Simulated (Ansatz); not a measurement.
**K on Ta(110): change of the work function**

How does K on the hollow site change the work function of Ta(110) as the layer fills?

Main program and level: Ansatz 0.2.0; plane-wave DFT, PBE, Ansatz PAW.

This is a report of a sequence of runs, with most program output left out.

## 1. The structure

The cell holds 4 atoms: 4 Ta. Its edges and angles: a = 2.867 Å, b = 2.867 Å, c = 25.022 Å, α = 90.0°, β = 90.0°, γ = 70.5°. Vacuum lies along c.

## 2. The clean slab

The bare slab comes first, as the zero from which every change is counted. The two lowest layers are held at bulk places and the upper ones relax. The dipole correction removes the false field that a one-sided slab makes across the periodic vacuum, so each face gets a flat vacuum level of its own.

input.yaml

```yaml
crystal:
  lattice:
    - [2.3405234457, -1.655, 0.0]
    - [2.3405234457, 1.655, 0.0]
    - [0.0, 0.0, 25.0215703372]
  atoms:
    - { symbol: Ta, position: [0.0, 0.0, 0.3596896549] }
    - { symbol: Ta, position: [0.5, 0.5, 0.453229885] }
    - { symbol: Ta, position: [0.0, 0.0, 0.546770115] }
    - { symbol: Ta, position: [0.5, 0.5, 0.6403103451] }
kpoints:
  mp_grid: { grid: [12, 12, 1] }
hamiltonian:
  xc: pbe
scf:
  occupations: { method: fermi_dirac, width: 0.1 }
  convergence: { dr2_threshold: 1.0e-08 }
efield:
  axis: 3
  dipole_correction: true
  ramp_position: 0.97
  ramp_width: 0.06
relax:
  f_tol: 0.02
  max_steps: 60
  constraints: [{ sites: [0, 1] }]
output:
  write_potential: true
  write_density: true
  volumetric_format: npy
```

The run is started by

```console
$ ansatz run input.yaml --threads 4 --pin off --max-ram 16384MiB --backend cpu --events-out ev --progress --plain --runs-dir out
```

Elapsed: 16 s, on 4 threads of Arm Neoverse V2, shared host; peak memory 0.56 GiB; 62 s of CPU time.

Relaxation path:

| step | energy less that of the first step (eV) | largest force component (eV/Å) |
| --- | --- | --- |
| 1 | 0.0000 | 0.4148 |
| 2 | 0.0216 | 0.7793 |
| 3 | -0.0194 | 0.0178 |

Relaxation step 2 was tried and not accepted.

The run keeps the 4 symmetry operations that it works with, so distortions that break them were not tested.

The atoms that moved most (Å):

| atom | dx | dy | dz | length |
| --- | --- | --- | --- | --- |
| Ta4 | 0.000 | 0.000 | -0.089 | 0.089 |

Final coordinates:

```xyz
4
Lattice="2.3405 -1.6550 0.0000 2.3405 1.6550 0.0000 0.0000 0.0000 25.0216" Properties=species:S:1:pos:R:3
Ta    0.0000    0.0000    9.0000
Ta    2.3405    0.0000   11.3405
Ta    0.0000    0.0000   13.6834
Ta    2.3405    0.0000   15.9328
```

Numbers from this step:

```
energy at zero smearing        : -39726.6887 eV
work function, upper face      : 4.767 eV
work function, lower face      : 4.818 eV
dipole along the normal        : 0.002173 e·Å
step between the vacuum levels : -0.05074 eV
```

Running mean over 2.341 Å of the planar mean; the ramp of the sawtooth is left out. The electron's electrostatic potential energy less the Fermi level by z:

| z (Å) | electron's electrostatic potential energy less the Fermi level (eV) |
| --- | --- |
| 4 | 4.82 |
| 5 | 4.80 |
| 6 | 4.62 |
| 7 | 2.96 |
| 8 | -5.19 |
| 9 | -10.1 |
| 10 | -10.0 |
| 11 | -9.98 |
| 12 | -9.96 |
| 13 | -9.96 |
| 14 | -10.3 |
| 15 | -10.9 |
| 16 | -10.1 |
| 17 | -4.55 |
| 18 | 3.18 |
| 19 | 4.60 |
| 20 | 4.75 |
| 21 | 4.77 |

The relaxation took 3 steps and lowered the energy by 0.019 eV; the largest force on the free atoms ends at 0.018 eV/Å.

The work function of the upper face is 4.77 eV.

## 3. The covered slab, k-mesh 4×4×1, coverage 0.111 ML

System of this step: KTa36 (K/Ta(110)). The cell holds 37 atoms: 36 Ta and 1 K. Cell: a = 8.600 Å, b = 8.600 Å, c = 28.430 Å, α = 90.0°, β = 90.0°, γ = 70.5°. Vacuum lies along c.

The clean slab as it ended is repeated in the plane and the adsorbate is set on one face; the cell's size fixes the coverage, and the k-mesh shrinks with it to keep the sampling density about even. Adsorbate and upper layers relax, since the dipole depends on the height.

input.yaml

```yaml
crystal:
  lattice:
    - [7.0215703371, -4.965, 0.0]
    - [7.0215703371, 4.965, 0.0]
    - [0.0, 0.0, 28.4295305823]
  atoms:
    - { symbol: Ta, position: [0.0, 0.0, 0.3165722337] }
    - { symbol: Ta, position: [0.1666666667, 0.1666666667, 0.3988994266] }
    - { symbol: Ta, position: [0.0, 0.0, 0.4813109758] }
    - { symbol: Ta, position: [0.1666666667, 0.1666666667, 0.5604312396] }
    - { symbol: Ta, position: [0.0, 0.3333333333, 0.3165722337] }
    - { symbol: Ta, position: [0.1666666667, 0.5, 0.3988994266] }
    - { symbol: Ta, position: [0.0, 0.3333333333, 0.4813109758] }
    - { symbol: Ta, position: [0.1666666667, 0.5, 0.5604312396] }
[... 25 atom lines left out ...]
    - { symbol: Ta, position: [0.8333333333, 0.8333333333, 0.3988994266] }
    - { symbol: Ta, position: [0.6666666667, 0.6666666667, 0.4813109758] }
    - { symbol: Ta, position: [0.8333333333, 0.8333333333, 0.5604312396] }
    - { symbol: K, position: [0.28, 0.28, 0.6834277663] }
kpoints:
  mp_grid: { grid: [4, 4, 1] }
hamiltonian:
  xc: pbe
scf:
  occupations: { method: fermi_dirac, width: 0.1 }
  convergence: { dr2_threshold: 1.0e-08 }
efield:
  axis: 3
  dipole_correction: true
  ramp_position: 0.97
  ramp_width: 0.06
relax:
  f_tol: 0.02
  max_steps: 60
  constraints:
    - { sites: [0, 1, 4, 5, 8, 9, 12, 13, 16, 17, 20, 21, 24, 25, 28, 29, 32, 33] }
output:
  write_potential: true
  write_density: true
  volumetric_format: npy
```

Elapsed: 23 min, on 4 threads; peak memory 10 GiB.

Relaxation path:

| step | energy less that of the first step (eV) | largest force component (eV/Å) |
| --- | --- | --- |
| 1 | 0.0000 | 0.4213 |
| 2 | 0.0054 | 0.3282 |
| 3 | -0.0298 | 0.3531 |
| 4 | -0.0607 | 0.1969 |
| 5 | -0.0725 | 0.0437 |
| 6 | -0.0735 | 0.0196 |
| 7 | -0.0737 | 0.0119 |
| 8 | -0.0745 | 0.0201 |
| 9 | -0.0754 | 0.0222 |
| 10 | -0.0761 | 0.0146 |
| 11 | -0.0762 | 0.0160 |

Relaxation step 2 was tried and not accepted.

The run keeps the 2 symmetry operations that it works with, so distortions that break them were not tested.

The atoms that moved most (Å):

| atom | dx | dy | dz | length |
| --- | --- | --- | --- | --- |
| K37 | 0.786 | 0.000 | -0.267 | 0.830 |
| Ta32 | 0.002 | -0.003 | 0.027 | 0.027 |
| Ta24 | 0.002 | 0.003 | 0.027 | 0.027 |
| Ta12 | -0.005 | -0.003 | 0.027 | 0.027 |
| Ta28 | -0.005 | 0.003 | 0.027 | 0.027 |
| Ta36 | -0.001 | 0.000 | 0.022 | 0.023 |
| Ta4 | 0.000 | 0.000 | 0.015 | 0.015 |
| Ta27 | -0.004 | -0.009 | -0.009 | 0.014 |

Final coordinates:

```
Ta K
1.0
     7.02157   -4.96500    0.00000
     7.02157    4.96500    0.00000
     0.00000    0.00000   28.42953
Ta K
36 1
Direct
  0.00000 0.00000 0.31657
  0.16667 0.16667 0.39890
  0.99969 0.99969 0.48141
  0.16670 0.16670 0.56096
  0.00000 0.33333 0.31657
  0.16667 0.50000 0.39890
  0.99939 0.33332 0.48136
  0.16617 0.50034 0.55999
  0.00000 0.66667 0.31657
  0.16667 0.83333 0.39890
  0.99879 0.66736 0.48098
  0.16667 0.83268 0.56137
  0.33333 0.00000 0.31657
  0.50000 0.16667 0.39890
  0.33332 0.99939 0.48136
  0.50034 0.16617 0.55999
  0.33333 0.33333 0.31657
  0.50000 0.50000 0.39890
  0.33306 0.33306 0.48098
  0.49976 0.49976 0.56087
  0.33333 0.66667 0.31657
  0.50000 0.83333 0.39890
  0.33279 0.66677 0.48133
  0.49986 0.83378 0.56139
  0.66667 0.00000 0.31657
  0.83333 0.16667 0.39890
  0.66736 0.99879 0.48098
  0.83268 0.16667 0.56137
  0.66667 0.33333 0.31657
  0.83333 0.50000 0.39890
  0.66677 0.33279 0.48133
  0.83378 0.49986 0.56139
  0.66667 0.66667 0.31657
  0.83333 0.83333 0.39890
  0.66647 0.66647 0.48142
  0.83326 0.83326 0.56122
  0.33598 0.33598 0.67403
```

Numbers from this step:

```yaml
energy_at_zero_smearing: -359079.2782 eV
work_function_upper_face: 2.368 eV
work_function_lower_face: 4.803 eV
dipole_along_the_normal: 0.9381 e·Å
step_between_the_vacuum_levels: -2.435 eV
```

Running mean over 2.341 Å of the planar mean; the ramp of the sawtooth is left out. The electron's electrostatic potential energy less the Fermi level by z:

z (Å), electron's electrostatic potential energy less the Fermi level (eV) and a bar from the least value:
```
        4        4.8 ##############################
        5        4.8 ##############################
        6        4.6 ##############################
        7        3.0 ##########################
        8       -5.2 ###########
        9      -10.1 #
       10      -10.0 #
       11      -10.0 #
       12      -10.0 #
       13      -10.0 #
       14      -10.2 #
       15      -10.7 
       16      -10.1 #
       17       -4.8 ###########
       18        2.0 #########################
       19        2.2 #########################
       20        1.9 ########################
       21        2.3 #########################
       22        2.4 #########################
       23        2.4 #########################
       24        2.4 #########################
       25        2.4 #########################
```

The relaxation took 11 steps and lowered the energy by 0.076 eV; the largest force on the free atoms ends at 0.016 eV/Å.

The covered face has 2.37 eV, -2.40 eV against the clean one; the bare back face has moved by -0.01 eV, a measure of how thin the slab is.

## 4. The covered slab, k-mesh 6×6×1, coverage 0.25 ML

System of this step: KTa16 (K/Ta(110)). The cell holds 17 atoms: 16 Ta and 1 K. Cell: a = 5.733 Å, b = 5.733 Å, c = 28.430 Å, α = 90.0°, β = 90.0°, γ = 70.5°. Vacuum lies along c.

Another coverage, to see how the dipoles act on each other as their distance changes.

input.yaml

```yaml
crystal:
  lattice:
    - [4.6810468914, -3.31, 0.0]
    - [4.6810468914, 3.31, 0.0]
    - [0.0, 0.0, 28.4295305823]
  atoms:
    - { symbol: Ta, position: [0.0, 0.0, 0.3165722337] }
    - { symbol: Ta, position: [0.25, 0.25, 0.3988994266] }
    - { symbol: Ta, position: [0.0, 0.0, 0.4813109758] }
    - { symbol: Ta, position: [0.25, 0.25, 0.5604312396] }
    - { symbol: Ta, position: [0.0, 0.5, 0.3165722337] }
    - { symbol: Ta, position: [0.25, 0.75, 0.3988994266] }
    - { symbol: Ta, position: [0.0, 0.5, 0.4813109758] }
    - { symbol: Ta, position: [0.25, 0.75, 0.5604312396] }
    - { symbol: Ta, position: [0.5, 0.0, 0.3165722337] }
    - { symbol: Ta, position: [0.75, 0.25, 0.3988994266] }
    - { symbol: Ta, position: [0.5, 0.0, 0.4813109758] }
    - { symbol: Ta, position: [0.75, 0.25, 0.5604312396] }
    - { symbol: Ta, position: [0.5, 0.5, 0.3165722337] }
    - { symbol: Ta, position: [0.75, 0.75, 0.3988994266] }
    - { symbol: Ta, position: [0.5, 0.5, 0.4813109758] }
    - { symbol: Ta, position: [0.75, 0.75, 0.5604312396] }
    - { symbol: K, position: [0.42, 0.42, 0.6834277663] }
kpoints:
  mp_grid: { grid: [6, 6, 1] }
hamiltonian:
  xc: pbe
scf:
  occupations: { method: fermi_dirac, width: 0.1 }
  convergence: { dr2_threshold: 1.0e-08 }
efield:
  axis: 3
  dipole_correction: true
  ramp_position: 0.97
  ramp_width: 0.06
relax:
  f_tol: 0.02
  max_steps: 60
  constraints: [{ sites: [0, 1, 4, 5, 8, 9, 12, 13] }]
output:
  dos: { projected: true, e_range: [-8, 4] }
  write_potential: true
  write_density: true
  volumetric_format: npy
  elf: true
```

Elapsed: 6.7 min, on 4 threads; peak memory 3.2 GiB; 26 min of CPU time.

Relaxation path:

| step | energy less that of the first step (eV) | largest force component (eV/Å) |
| --- | --- | --- |
| 1 | 0.0000 | 0.4121 |
| 2 | -0.0064 | 0.5083 |
| 3 | -0.0790 | 0.1706 |
| 4 | -0.0879 | 0.0542 |
| 5 | -0.0888 | 0.0111 |
| 6 | -0.0890 | 0.0064 |
| 7 | -0.0893 | 0.0158 |
| 8 | -0.0899 | 0.0330 |
| 9 | -0.0907 | 0.0332 |
| 10 | -0.0912 | 0.0401 |
| 11 | -0.0917 | 0.0096 |

The run keeps the 2 symmetry operations that it works with, so distortions that break them were not tested.

The atoms that moved most (Å):

| atom | dx | dy | dz | length |
| --- | --- | --- | --- | --- |
| K17 | 0.716 | 0.000 | -0.293 | 0.774 |
| Ta16 | -0.005 | 0.000 | 0.047 | 0.047 |
| Ta4 | 0.003 | 0.000 | 0.043 | 0.044 |
| Ta12 | 0.001 | -0.005 | 0.012 | 0.013 |
| Ta8 | 0.001 | 0.005 | 0.012 | 0.013 |
| Ta3 | 0.001 | 0.000 | -0.011 | 0.011 |

Final coordinates:

```xyz
17
Lattice="4.6810 -3.3100 0.0000 4.6810 3.3100 0.0000 0.0000 0.0000 28.4295" Properties=species:S:1:pos:R:3
Ta    0.0000    0.0000    9.0000
Ta    2.3405    0.0000   11.3405
Ta    0.0008    0.0000   13.6725
Ta    2.3440    0.0000   15.9762
Ta    2.3405    1.6550    9.0000
Ta    4.6810    1.6550   11.3405
Ta    2.3403    1.6553   13.6883
Ta    4.6818    1.6604   15.9449
Ta    2.3405   -1.6550    9.0000
Ta    4.6810   -1.6550   11.3405
Ta    2.3403   -1.6553   13.6883
Ta    4.6818   -1.6604   15.9449
Ta    4.6810    0.0000    9.0000
Ta    7.0216    0.0000   11.3405
Ta    4.6803    0.0000   13.6806
Ta    7.0164    0.0000   15.9796
K     4.6484    0.0000   19.1360
```

This step gave:

* energy at zero smearing: -160445.5356 eV
* work function, upper face: 1.462 eV
* work function, lower face: 4.779 eV
* dipole along the normal: 0.5680 e·Å
* step between the vacuum levels: -3.317 eV

Running mean over 2.341 Å of the planar mean; the ramp of the sawtooth is left out. Table of electron's electrostatic potential energy less the Fermi level by z:

| z (Å) | electron's electrostatic potential energy less the Fermi level (eV) |
| --- | --- |
| 4 | 4.78 |
| 5 | 4.76 |
| 6 | 4.59 |
| 7 | 2.93 |
| 8 | -5.21 |
| 9 | -10.1 |
| 10 | -10.0 |
| 11 | -9.97 |
| 12 | -9.96 |
| 13 | -9.96 |
| 14 | -10.2 |
| 15 | -10.6 |
| 16 | -10.1 |
| 17 | -5.11 |
| 18 | 0.825 |
| 19 | 0.106 |
| 20 | -0.0768 |
| 21 | 1.06 |
| 22 | 1.36 |
| 23 | 1.43 |
| 24 | 1.45 |
| 25 | 1.46 |

The density of states has structure finer than the step of the table below, so its rows give means over 0.5 eV, whole bins alone (the curve runs from -8 to 1.89 eV). Peaks (eV: height): -1.53: 43.2, -1.23: 45.1, -1.05: 29.9, -0.75: 30.3, -0.27: 30.1, -0.09: 27.3, 0.36: 25.7.

Density of states against energy, zero at the Fermi level; means over each step:

| energy (eV) | density of states (states/eV a cell) |
| --- | --- |
| -7.5 | 0.321 |
| -7.0 | 0.869 |
| -6.5 | 1.04 |
| -6.0 | 2.19 |
| -5.5 | 2.25 |
| -5.0 | 3.38 |
| -4.5 | 4.67 |
| -4.0 | 9.83 |
| -3.5 | 10.9 |
| -3.0 | 17.3 |
| -2.5 | 11.7 |
| -2.0 | 7.09 |
| -1.5 | 25.7 |
| -1.0 | 28.1 |
| -0.5 | 25.2 |
| 0.0 | 22.9 |
| 0.5 | 13.6 |
| 1.0 | 14.0 |
| 1.5 | 12.4 |

Projected DOS per atom over height of the atomic layer and energy from the Fermi level. Layers: Ta4 Ta4 Ta4 Ta4 K from below.

Values in states/eV, 22 rows by 5 columns, each cell a mean:
```
0.85 0.40 0.39 0.85 0.29
0.67 0.51 0.51 0.91 0.42
0.81 0.42 0.47 0.89 0.96
1.15 0.69 0.68 1.03 0.52
1.72 1.28 1.29 1.56 0.19
2.03 1.27 1.13 1.47 0.20
1.74 1.47 1.39 2.03 0.69
1.46 1.73 1.86 1.76 0.23
0.40 0.33 0.34 0.50 0.01
0.69 0.66 0.61 0.69 0.01
0.92 1.13 1.14 0.89 0.01
0.77 0.93 0.99 0.85 0.02
0.51 0.74 0.77 0.55 0.03
0.34 0.52 0.57 0.37 0.02
0.27 0.30 0.31 0.28 0.02
0.15 0.16 0.16 0.16 0.01
0.14 0.15 0.15 0.15 0.01
0.12 0.15 0.15 0.13 0.01
0.05 0.09 0.09 0.05 0.00
0.03 0.08 0.08 0.04 0.00
0.02 0.05 0.06 0.02 0.00
0.00 0.00 0.00 0.00 0.00
```
Columns: height of the atomic layer (Å) from 9 to 19.1 (not evenly spaced); rows upwards: energy from the Fermi level (eV) from -7.96 to 1.84.

ELF in the ca plane at fractional y = 0.497, with atoms of Ta and K within 0.2 Å of it. It is the smooth field of the valence electrons, not physical close to the nuclei.

Values, 8 rows by 16 columns, each cell a mean:
```
0.39 0.44 0.42 0.41 0.57 0.35 0.40 0.49 0.50 0.23 0.09 0.07 0.05 0.02 0.01 0.00
0.40 0.35 0.41 0.37 0.29 0.43 0.35 0.43 0.34 0.06 0.03 0.03 0.06 0.03 0.01 0.00
0.36 0.35 0.40 0.34 0.36 0.39 0.33 0.44 0.19 0.54 0.41 0.04 0.08 0.06 0.01 0.00
0.43 0.45 0.41 0.46 0.51 0.36 0.40 0.51 0.30 0.80 0.77 0.10 0.08 0.08 0.02 0.00
0.39 0.44 0.42 0.42 0.56 0.34 0.39 0.50 0.27 0.82 0.74 0.09 0.08 0.08 0.02 0.00
0.40 0.35 0.41 0.37 0.29 0.43 0.34 0.44 0.20 0.38 0.28 0.03 0.07 0.05 0.01 0.00
0.36 0.35 0.40 0.34 0.36 0.39 0.33 0.43 0.39 0.07 0.02 0.04 0.06 0.03 0.01 0.00
0.43 0.45 0.41 0.46 0.51 0.36 0.41 0.50 0.52 0.27 0.12 0.08 0.05 0.02 0.01 0.00
```
Columns run along c (16.0 Å, from fractional 0.34 to 0.90 of the cell), rows up along a (5.7 Å). Atoms in or near the plane, at fractional coordinates: Ta at (0.48, 0.00), Ta at (0.48, 0.50), K at (0.67, 0.50).

Valence density in the ca plane at fractional y = 0.497, with atoms of Ta and K within 0.2 Å of it. It is the smooth field of the valence electrons, not physical close to the nuclei.

Ten steps, logarithmic in the rise over the least value, from '0' (0.0 e/Å³) to '9' (4.3 e/Å³), each cell a mean:
```
85444344479998544433321100000000000000000000
64444444457886444443321100000000000000000000
44444444445554444443321100000000000000000000
44444444444444444444321111111000000000000000
44444444445654444444322123443100000000000000
64444444458986444443322246876310000000000000
86444344479998544433322368998520000000000000
96443334579999644333322369998520000000000000
75444444468997544433322358997420000000000000
54444444446775444443322235665210000000000000
44444444444444444444322112332100000000000000
44444444444444444444321111100000000000000000
54444444446775444443321100000000000000000000
85444444469998544433321100000000000000000000
96443334579999644333221100000000000000000000
```
Columns run along c (16.0 Å, from fractional 0.34 to 0.90 of the cell), rows up along a (5.7 Å). Atoms in or near the plane, at fractional coordinates: Ta at (0.48, 0.00), Ta at (0.48, 0.50), K at (0.67, 0.50).

Electrostatic potential energy in the ca plane at fractional y = 0.497, with atoms of Ta and K within 0.2 Å of it. With pseudopotentials it is smooth inside the atoms' cores, unlike the true potential.

Ten even steps from '0' (-44 eV) to '9' (8 eV), each cell a mean:
```
26899999840002699999999999999999999999999999
58999999874225899999999999999999999999999999
89998899987678999889999999999999999999999999
99998889998889999888999999999999999999999999
89998889987678999889999998888999999999999999
58999899863225899999999985346899999999999999
26899999840002699999999862003789999999999999
16899999740002689999999851002789999999999999
37999999851004799999999973114789999999999999
78998899986457899889999987567899999999999999
89998889998888999889999999888999999999999999
89998889998888999888999999999999999999999999
68998899986457899889999999999999999999999999
37999999851003799999999999999999999999999999
16899999740001689999999999999999999999999999
```
Columns run along c (16.0 Å, from fractional 0.34 to 0.90 of the cell; values clipped at the 3rd and 97th percentile), rows up along a (5.7 Å). Atoms in or near the plane, at fractional coordinates: Ta at (0.48, 0.00), Ta at (0.48, 0.50), K at (0.67, 0.50).

The relaxation took 11 steps and lowered the energy by 0.092 eV; the largest force on the free atoms ends at 0.0096 eV/Å.

By hand: a sheet of dipoles makes a step −p/(ε₀A) in the electron's potential. With e/ε₀ = 180.95 V·Å, p = 0.5680 e·Å and A = 30.99 Å², that is −180.95 × (0.5680) / 30.99 = -3.316 eV, and the two vacuum levels of the run differ by -3.317 eV.

The covered face has 1.46 eV, -3.30 eV against the clean one; the bare back face has moved by -0.04 eV, a measure of how thin the slab is.

## 5. Work function against coverage

This step: plane-wave DFT, PBE, Ansatz PAW; work function against coverage (Ansatz 0.2.0).

The runs are now put side by side.

Numbers from this step:

```
work function of the clean face     : 4.767 eV
largest change of the work function : -3.305 eV
```

Work function of the covered face against coverage:

| coverage (adsorbates/nm²) | work function of the covered face (eV) |
| --- | --- |
| 0.00 | 4.77 |
| 1.43 | 2.37 |
| 3.23 | 1.46 |

The dipole per adsorbate comes from the change of the cell's dipole. Coverage, by row:

| coverage (1/nm²) | coverage (ML) | work function (eV) | change (eV) | dipole per adsorbate, positive end outwards (debye) | mean height of the added atoms over the highest substrate atom (Å) |
| --- | --- | --- | --- | --- | --- |
| 1.434 | 0.1111 | 2.368 | -2.399 | 4.412 | 3.202 |
| 3.227 | 0.25 | 1.462 | -3.305 | 2.686 | 3.156 |

## 6. Results

| Quantity | Value |
| --- | --- |
| work function of the clean face | 4.77 eV |
| work function at 0.11 ML | 2.37 eV |
| work function at 0.25 ML | 1.46 eV |
| dipole per adsorbate at 0.11 ML, positive end outwards | 4.41 D |

What this shows: K lowers the work function of Ta(110) at the lowest coverage, by 2.40 eV: the adsorbate layer has its positive end outwards. The slab has 4 layers, at the tabulated experimental lattice constant, one starting site was run, and quantum-size effects of a slab this thin can reach one or two tenths of an eV.

[Logs are printed without paths, hosts, clocks, repeated set-up lines and the standing remarks that a program may print on its own settings, such as how far it seeks lower states.]

[Hosts, paths, dates, database ids (printed as entryN), source tags and the programs' standing remarks are cut or masked in the printed files.]

[Maps of the electrostatic potential energy from Ansatz leave out the sawtooth potential of an applied field or a dipole correction, so their vacuum need not be flat; planar profiles and work functions include it.]
